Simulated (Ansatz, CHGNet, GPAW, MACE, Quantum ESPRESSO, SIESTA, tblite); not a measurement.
# Codes compared on random packing of 64AlN-36Al2O3 (mol %) (86 atoms)

Aim: run random packing of 64AlN-36Al2O3 (mol %) (86 atoms) in several programs and set results and cost side by side. A plane-wave run serves as the reference.

Program: Ansatz 0.2.0. Level of theory: Kohn-Sham DFT, PBE, PAW, plane waves. Values are calculated unless marked as measured.

### 1. The starting structure

The cell holds 86 atoms: 38 Al, 18 N and 30 O. Cell: a = 9.738 Å, b = 9.738 Å, c = 9.738 Å, α = 90.0°, β = 90.0°, γ = 90.0°. 86 atoms (38 Al, 18 N, 30 O) packed at random in a cube at 3.16 g/cm³ and pushed apart as soft spheres, cations and anions kept from their own kind; a start for melting by ab initio MD, not an equilibrated structure. Then every atom was moved at random, 0.03 Å r.m.s. a Cartesian component.

As a file:

```xyz
86
Lattice="9.7382 0.0000 0.0000 0.0000 9.7382 0.0000 0.0000 0.0000 9.7382" Properties=species:S:1:pos:R:3 pbc="T T T"
Al    9.6449    2.6219    2.6233
Al    0.4460    5.4052    4.5905
Al    8.7154    4.3848    7.3552
Al    8.2624    8.6575    5.1530
Al    5.5336    6.3100    6.6540
Al    4.5684    2.1021    5.0448
Al    0.4812    4.6195    0.4683
Al    2.8002    8.4529    3.4997
Al    2.2610    3.3551    6.9512
Al    2.7398    4.3602    3.3244
Al    7.3019    6.7863    3.9384
Al    8.2691    5.7572    1.4652
Al    7.1823    7.0440    8.4350
Al    6.7903    8.6175    2.3191
Al    1.9614    7.4768    1.2020
Al    6.4768    3.6010    1.0154
Al    8.2928    1.9873    7.8158
Al    2.0690    5.2091    8.4560
Al    6.2991    2.3119    3.3445
Al    4.2812    8.8802    1.5854
Al    1.1825    1.7853    9.1152
Al    1.8637    9.1647    9.1067
Al    4.0522    9.7242    7.3815
Al    6.4894    0.2466    7.3260
Al    2.1612    7.5994    7.2257
Al    6.2388    4.6436    8.5043
Al    8.6783    8.4371    0.2552
Al    5.9305    9.3256    4.5942
Al    4.7779    1.6365    1.5544
Al    8.6311    1.2260    4.3460
Al    1.7159    0.2375    1.9336
Al    9.4618    7.5806    7.0881
Al    7.7091    1.4223    0.3183
Al    1.9094    0.7210    6.4170
Al    7.5449    4.4725    3.3601
Al    2.8931    3.0557    0.8038
Al    9.1395    9.3627    2.5257
Al    3.8464    5.9234    1.8524
N     1.6816    3.5966    9.1826
N     4.4448    3.4642    3.6800
N     6.6000    2.7972    8.4051
N     4.8178    0.7863    3.7059
N     2.2841    7.3144    9.0883
N     3.3172    8.6895    5.7794
N     2.6081    0.9374    0.4119
N     7.8985    2.7148    1.8273
N     7.3672    0.6818    5.7304
N     3.2978    6.1481    7.2506
N     0.5348    8.6830    1.2734
N     5.2917    1.5600    6.6302
N     4.9502    4.4922    1.6280
N     4.6354    3.8191    6.3650
N     4.7787    7.9495    7.5082
N     4.4444    3.1373    9.4207
N     0.8922    6.5703    5.9735
N     6.6757    9.4245    9.3640
O     2.8440    5.3236    0.4551
O     5.9119    5.4726    4.1970
O     5.2925    7.5532    5.2529
O     8.8772    9.7343    7.4610
O     5.5463    7.4042    9.6005
O     2.9347    6.6154    4.8258
O     1.2952    4.1607    5.6357
O     0.8546    8.8839    6.3189
O     6.4235    0.7429    2.1169
O     2.8146    1.0832    4.8310
O     4.1756    9.0638    9.4978
O     6.5239    3.3899    4.8141
O     2.7941    2.1254    2.4009
O     7.4303    7.3422    0.9832
O     7.1817    5.1424    6.3203
O     0.2201    2.5133    7.4425
O     0.2487    8.2824    8.7413
O     0.0170    5.6217    8.1738
O     4.9428    7.2352    2.4695
O     0.6142    0.2261    3.7667
O     0.2020    6.3372    0.9870
O     3.3908    1.5331    8.0418
O     8.8407    4.0095    4.6427
O     8.1213    4.5070    0.1269
O     1.2396    4.8043    2.2091
O     9.1249    7.4768    2.8541
O     9.4115    1.0402    1.1686
O     7.3873    7.5565    6.3056
O     0.4928    2.1326    5.0948
O     4.7347    5.3435    8.9534
```

### 2. The reference run

The PAW files are the set soft_2.

input.yaml reads:

```yaml
crystal:
  lattice:
    - [9.7382, 0.0, 0.0]
    - [0.0, 9.7382, 0.0]
    - [0.0, 0.0, 9.7382]
  atoms:
    - { symbol: Al, position: [0.99042, 0.26924, 0.26938] }
    - { symbol: Al, position: [0.0458, 0.55505, 0.47139] }
    - { symbol: Al, position: [0.89497, 0.45027, 0.75529] }
    - { symbol: Al, position: [0.84845, 0.88902, 0.52915] }
    [... 76 atom lines left out ...]
    - { symbol: O, position: [0.12729, 0.49335, 0.22685] }
    - { symbol: O, position: [0.93702, 0.76778, 0.29308] }
    - { symbol: O, position: [0.96645, 0.10682, 0.12] }
    - { symbol: O, position: [0.75859, 0.77596, 0.64751] }
    - { symbol: O, position: [0.0506, 0.21899, 0.52318] }
    - { symbol: O, position: [0.4862, 0.54872, 0.91941] }
kpoints:
  mp_grid: { grid: [1, 1, 1] }
hamiltonian:
  xc: pbe
scf:
  occupations: { method: fermi_dirac, width: 0.05 }
output:
  forces: true
  eigenvalues: true
  populations: true
  stress: true
```

The run is started by

```bash
> ansatz run input.yaml --threads 4 --pin off --max-ram 8192MiB --backend cpu --events-out ev --progress --plain --runs-dir out
```

Standard output:

```text
[...]
Pseudopotentials: kind: paw
Pseudopotential: Al, paw, valence charge 3, recommended cutoff 420 eV (normal), Al.paw.azcp
Pseudopotential: N, paw, valence charge 5, recommended cutoff 420 eV (normal), N.paw.azcp
Pseudopotential: O, paw, valence charge 6, recommended cutoff 420 eV (normal), O.paw.azcp
[... 5 lines on functional and potentials left out ...]
Crystal: 86 atoms, lattice volume = 923.498 Å³
Basis set: ecut = 420 eV, 17941 PW (Γ), exchange–correlation on 144×144×144 points (8 copies of the dense FFT grid, shifted against one another)
Bands: 278, of which v1, the nominal top of the filled ones, is band 192 counted from 1 (191 counted from 0)
Symmetry: 1 space group operations
Space group: P1 (ITA 1), of the structure as read, at distance tolerance 9.7e-5 Å
k-points: 1
[... 7 lines on functional and potentials left out ...]
Initial density: superposition of atomic densities (neutral atoms: chi_scale 0, normalization atom), corrected by the library's trained network
Initial wavefunctions: pseudopotential atomic-orbital guess
[...]
SCF iter   1: F=—  HF=-44313.076632 eV  |F-HF|=—  |Δ(HF+E_count)|=         —  Δρ=1.88e-2  dr2=5.91e0  ethr=1.77e-3  ⟨swp⟩=6.0  Hψ=1205  notcnv=0  defer=20
preconditioner: auto → Kerker (q_TF=auto, 2.357 Å⁻¹)  [metal: Δε(μ)=0.078 eV  Ē_g=11.265 eV  σ=0.050 eV  W_gap=0.37  n_scr=202 (ndim 8)  ℏωp=23.9 eV  f_vac=0.000  D(μ)=27.81/eV (n_scr^D=202)]
[...]
SCF iter  10: F=—  HF=-44312.600073 eV  |F-HF|=—  |Δ(HF+E_count)|=   3.81e-7  Δρ=5.88e-6  dr2=5.51e-7  ethr=9.19e-10  ⟨swp⟩=3.0  Hψ=396  notcnv=0  defer=62
SCF iter  11: F=-44312.600073 eV  HF=-44312.600073 eV  |F-HF|=6.82e-8  |Δ(HF+E_count)|=   4.89e-8  Δρ=2.36e-6  dr2=8.70e-8  ethr=2.60e-11  ⟨swp⟩=15.0  Hψ=1389  notcnv=0
SCF 1 converged in 11 iterations: F = -44312.600073 eV  dr2 = 8.70e-8
[...]
SCF converged after 11 iterations
Free energy (F): -44312.600073 eV
Harris-Foulkes:  -44312.600073 eV  (|F-HF|=6.82e-8)
Internal energy: -44312.307801 eV  (E = F + TS)
E sigma→0 (E₀):  -44312.453937 eV
Entropy (-TS):   -0.292272 eV (-3.399 meV/atom)
Fermi energy:    7.863428 eV
--- Per-component energies (eV) ---
[...]
Σ components = -44312.600073   (vs F -44312.600073, Δ=0.00e0)
--- Forces (eV/Å), atoms counted from 1 ---
  atom   1  Al     0.11406816     0.31006060    -0.22983965
  atom   2  Al     0.33257654    -1.04358655     1.70029931
  atom   3  Al    -0.19424998     1.96788040    -1.89348052
  atom   4  Al     1.15962138     1.10545309     1.28150082
[...]
atom  86  O      1.52349696    -0.07011721    -0.99607339
  max |Σ_I F_I| component: 8.87e-5 eV/Å
--- Stress (GPa, compression-positive) ---
        3.073139      -1.578380      -1.227709
       -1.578383       8.269538      -1.094955
       -1.227715      -1.094958       3.390677
  P = ⅓ Tr σ = 4.9111 GPa (49.111 kbar)
--- Band table (eV) ---
  k-point 0: bands = ["-12.5073", "-12.3252", "-12.1396", "-12.0060", [... 262 levels ...], "14.9135", "14.9860", "15.1122", "15.2370", "15.3247", "15.3772", "15.3862", "15.4829", "15.6301", "15.6831", "15.7908", "15.8345"]
--- Löwdin populations: 86 sites ---
  site symbol       q [e]
     0     Al      2.1403
     1     Al      1.8987
     2     Al      1.9098
[...]
85      O      6.4717
  spilling = 0.010179 (of n_electrons = 384.000000)
```

Elapsed: 8.7 s, on 4 threads of Arm Neoverse V2, shared host; peak memory 1.1 GiB.

The run gave:

```yaml
free_energy: -44312.6001 eV
free_energy_per_atom: -515.2628 eV/atom
scf_cycles: 11
pressure: 4.911 GPa
r_m_s_force_component: 1.796 eV/Å
longest_force: 6.263 eV/Å
fermi_energy: 7.863 eV
levels_partly_filled_by_over_2_per_cent: 7
spilling_of_the_projection: 0.01018
```

Length of the force by element and coordination:

```csv
element,coordination,atoms,mean length of the force (eV/Å),spread,least,most
Al,all,38,2.95,1.38,0.403,6.26
N,all,18,2.64,0.797,1.00,3.92
O,all,30,2.89,1.19,1.07,5.26
```

Löwdin charges by element and coordination (they lack the spilled electrons, 0.045 e an atom on average):

```csv
element,coordination,atoms,mean charge (e),spread,least,most
Al,all,38,0.900,0.126,0.686,1.10
N,all,18,-0.649,0.180,-0.984,-0.338
O,all,30,-0.620,0.0923,-0.734,-0.365
```

The levels nearest the highest filled one (over half full), pooled over k-points and spins:

```csv
level less the highest filled one (eV),occupation
-0.243,1.99
-0.227,1.99
-0.170,1.96
-0.147,1.93
-0.0647,1.69
0,1.19
0.0512,0.692
0.0814,0.449
0.176,0.083
0.223,0.033
0.309,0.006
0.391,0.001
```

The run ends at a pressure of 4.91 GPa, with forces up to 6.3 eV/Å.

### 3. The other programs

The programs:
- CHGNet: machine-learned potential, published weights.
- GPAW 26.7.0: PAW with atomic orbitals (LCAO), plane waves or a real-space grid of spacing h.
- MACE: machine-learned potential, published weights.
- Quantum ESPRESSO 7.5: plane waves; labels (QE) give functional, pseudopotential set and cutoffs of waves/density.
- SIESTA 5.4.2: numerical atomic orbitals, whose automatically made sets are far from complete, with PseudoDojo norm-conserving potentials that we converted to its format (checked against plane waves on the same files for H, C, O, Si, Ge and Ca alone); labels give functional, basis size, energy shift and mesh cutoff.
- tblite 0.8.0: extended tight binding, driven from Python.

All use the same cell and atoms; the electronic-structure runs use the same k-mesh, and an electronic temperature of 580 K (0.05 eV) where levels are smeared.

Differences are against the plane-wave reference, forces as r.m.s. over components; share is that over the reference's r.m.s. force, slope the least-squares factor from reference forces to these. Total energies of different programs have different zeros and aren't compared.

```csv
run,"Δ force, r.m.s. (meV/Å)",share (%),slope,Δ pressure (GPa),cores,CPU time,memory (GiB)
reference,-,-,-,-,4,31 s,1.1
CHGNet 0.3.0 potential,498,27.7,0.981,-6.13,1,3.9 s,1.6
"GPAW PBE, LCAO dzp, h 0.18 Å",222,12.3,0.957,-,1,12 min,1.9
"GPAW PBE, LCAO dzp, h 0.18 Å, other mixer settings",221,12.3,0.957,-,2,20 min,2.1
"GPAW PBE, LCAO dzp, h 0.22 Å (coarse)",257,14.3,0.949,-,1,6.5 min,1.0
"GPAW PBE, LCAO sz(dzp), h 0.18 Å (coarse)",721,40.1,0.945,-,1,2.7 min,1.4
"GPAW PBE, grid h 0.2 Å",96.6,5.38,0.996,-,2,7.2 min,1.6
MACE MP-0b2 small potential,414,23.0,0.945,-2.83,1,6.2 s,0.66
MACE MPA-0 medium potential,345,19.2,0.951,0.634,1,7.5 s,1.2
"QE PBE, sssp-1.3.0-efficiency, 35/280 Ry (coarse)",27.3,1.52,0.997,-7.92,2,14 min,1.5
"QE PBE, sssp-1.3.0-efficiency, 60/480 Ry",23.8,1.32,0.998,0.0196,4,25 min,3.3
"SIESTA PBE, DZP, shift 0.01 Ry, mesh 500 Ry",155,8.65,0.977,1.70,2,28 min,3.2
"SIESTA PBE, SZ, shift 0.01 Ry, mesh 500 Ry (coarse)",810,45.1,1.008,19.0,1,5.7 min,1.3
"SIESTA PBE, SZ, shift 0.02 Ry, mesh 500 Ry (coarse)",783,43.6,1.037,12.9,1,3.9 min,1.1
tblite GFN1-xTB,952,53.0,0.623,20.7,1,8 s,0.13
```

Rows marked coarse use a setting chosen to be so.

Times of the machine-learned potentials are mostly Python's start and the loading of weights.

CPU time is summed over cores on a shared host, where runs went side by side, so it is rough. Symmetry, cutoffs, thresholds, outputs and thread counts weren't matched or tuned between programs; memory under MPI is the largest rank's times the ranks.

Mean charges by element (e), by run and scheme:

```csv
run,scheme,Al,N,O
reference,Löwdin,+0.90,-0.65,-0.62
"SIESTA PBE, DZP, shift 0.01 Ry, mesh 500 Ry",Hirshfeld,+0.23,-0.18,-0.18
tblite GFN1-xTB,Mulliken,+0.37,-0.13,-0.39
```

The reference's Löwdin charges lack the electrons that the projection spills, 0.045 e an atom on average.

Within one program, basis, potentials and functional, energies share a zero. Each run against its twin at the usual cutoff or grid and solver:

```csv
run,twin,Δ energy (meV/atom),"Δ force, r.m.s. (meV/Å)",CPU time over the twin's
"GPAW PBE, LCAO dzp, h 0.18 Å, other mixer settings","LCAO dzp, h 0.18 Å",0,3.90,1.6 (this twin ran on 1 cores)
"GPAW PBE, LCAO dzp, h 0.22 Å","LCAO dzp, h 0.18 Å",160,121,0.53
"QE PBE, sssp-1.3.0-efficiency, 35/280 Ry","sssp-1.3.0-efficiency, 60/480 Ry",78.6,7.78,0.56 (this twin ran on 4 cores)
```

### 4. What came out

```
reference r.m.s. force component                       : 1.80 eV/Å
nearest in forces                                      : QE PBE, sssp-1.3.0-efficiency, 60/480 Ry, 1.3 %
farthest in forces                                     : tblite GFN1-xTB, 53 %
cheapest electronic-structure run beside the reference : tblite GFN1-xTB, 8 s of CPU time
```

In words: PBE on plane waves or a grid with other potentials, cutoffs or grids, coarse settings apart, differs from the reference by 1.3 % (QE PBE, sssp-1.3.0-efficiency, 60/480 Ry) to 5.4 % (GPAW PBE, grid h 0.2 Å) of the r.m.s. force; this holds the reference's own error, so differences of a few per cent don't tell which side is nearer the exact PBE result (QE's 60 Ry are 816 eV, against the reference's 420 eV). The PBE runs in local orbitals, coarse settings apart, differ by 8.6 % (SIESTA PBE, DZP, shift 0.01 Ry, mesh 500 Ry) to 12 % (GPAW PBE, LCAO dzp, h 0.18 Å); basis, grid and potentials can all enter. Tight binding differs by 53 % (tblite GFN1-xTB); it is another model, with fitted parameters of its own, and the xTB methods hold dispersion. Machine-learned potentials differ by 19 % (MACE MPA-0 medium potential) to 28 % (CHGNet 0.3.0 potential); they were trained on other programs' data. Runs with settings chosen to be coarse differ by 1.5 % (QE PBE, sssp-1.3.0-efficiency, 35/280 Ry) to 45 % (SIESTA PBE, SZ, shift 0.01 Ry, mesh 500 Ry), their programs' other errors included. One electronic-structure run takes under half the reference's CPU time: tblite GFN1-xTB, at 53 % in 8 s against 31 s; its pressure misses by +20.7 GPa. In pressure, SIESTA PBE, SZ, shift 0.01 Ry, mesh 500 Ry misses by +19.0 GPa, at the same functional. Charges hang on model, scheme and program or settings: among these rows the mean for Al runs from +0.23 to +0.90 e. In the reference: counting bands leaves a spacing of only 0.051 eV (at Γ alone), which the smearing bridges: 7 levels are partly filled by over 2 %, so a gap, if any, is small at this level. In the reference: mean Löwdin charges: Al +0.90, N -0.65, O -0.62 e (they miss 1.0 % of the electrons, so they add up to more than the cell's charge). Periodic xTB results under one method name differ between programs and library versions. Machine-learned potentials mimic data converged in k, so the reference's own k-point error enters their differences. The reference's stress is far from hydrostatic: its diagonal is 3.1, 8.3, 3.4 GPa, compression counted positive. The reference's pressure of 4.9 GPa belongs to unrelaxed atoms and would change as they relax. The electronic-structure runs sample only Γ, in a cell whose shortest periodic width is 10 Å, which is coarse for a cell with partly filled levels.

[Long decimals in the printed logs are rounded to 6 places.]

[Also dropped from logs without a mark: lines with file paths, logging warnings of Python, QE's lines on negative density and diagonalisation, SIESTA's first energy breakdown, zero terms and Voronoi charges.]

[Logs are printed without paths, hosts, clocks, repeated set-up lines and the standing remarks that a program may print on its own settings, such as how far it seeks lower states.]

[Hosts, paths, dates, database ids (printed as entryN), source tags and the programs' standing remarks are cut or masked in the printed files.]

[Not all failed runs are listed: runs killed by the host, ended in a Python traceback or in CONQUEST's support-function errors, and SIESTA runs with faulty potentials for Cu, Fe, Ni or Zn are left out.]
